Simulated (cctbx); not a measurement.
# Lattice, Laue class and space group of a new crystal

Cell: a = 12.9190 Å, b = 7.8150 Å, c = 12.4240 Å, α = 90.00°, β = 107.73°, γ = 90.00°. Expected content of the cell: Rh4 Br24 K12.

The data are simulated with cctbx, not measured: Cu Kα, λ = 1.54184 Å, to d = 0.8 Å, 50 % of the full sphere, strongest reflection 20000 counts, noise from counting, a 4 % proportional error and a noise floor of 8 counts (s.d.); no absorption, some extinction.

A first pass over the reflections prints:

```text
4906 reflections to d = 0.800 A
centring   violations  <I/sigma> of those
    A       1500 of  2421      7.9
    B       1604 of  2503      8.2
    C       1560 of  2446      8.3
    I       1673 of  2432      9.4
    R       2203 of  3272      9.2
    F       2332 of  3685      8.1
Laue class    unique    Rint  (classes that these axes allow; Friedel mates merged)
P -1             3674   0.036
P 1 2/m 1        2408   0.039
space group    extra absences  I>4sigma  <I/sigma>
P 1 2 1                 0          0         -  acentric
P 1 21 1                3          0       0.7  acentric
P 1 m 1                 0          0         -  acentric
P 1 c 1               205          0      -0.0  acentric
P 1 2/m 1               0          0         -  centric
P 1 21/m 1              3          0       0.7  centric
P 1 2/c 1             205          0      -0.0  centric
P 1 21/c 1            208          0      -0.0  centric
Wilson B = 1.62 A^2   <|E^2-1|> = 0.942 (0.968 centric, 0.736 acentric)   E^2>4: 4.7 %
shell (A)         n   <I/sigma>
12.31 - 1.60    312     15.7
 1.60 - 1.27    304     14.8
 1.27 - 1.11    312     13.5
 1.11 - 1.01    300     13.2
 1.01 - 0.94    298     11.4
 0.94 - 0.88    289      9.1
 0.88 - 0.84    300      8.6
 0.84 - 0.80    293      8.5
```

Q: Read the symmetry from these tables.

Every centring test has many violations, so the lattice is primitive.

Rint stays low (0.036 to 0.039) up to P 1 2/m 1, the highest class in these axes.

8 settings pass the absence test. The most absences obeyed, 208, belong to P 1 21/c 1 alone.

⟨|E²−1|⟩ = 0.942 leans to a centrosymmetric structure. The Wilson B of 1.62 Å² means U ≈ 0.0205 Å².

The true group is P2_1/c (no. 14), Laue class 2/m, centrosymmetric. The tables fix it.

This is a model crystal, built by substitution and not relaxed, with assumed displacement parameters.

[Logs are printed without paths, hosts, clocks, repeated set-up lines and the standing remarks that a program may print on its own settings, such as how far it seeks lower states.]
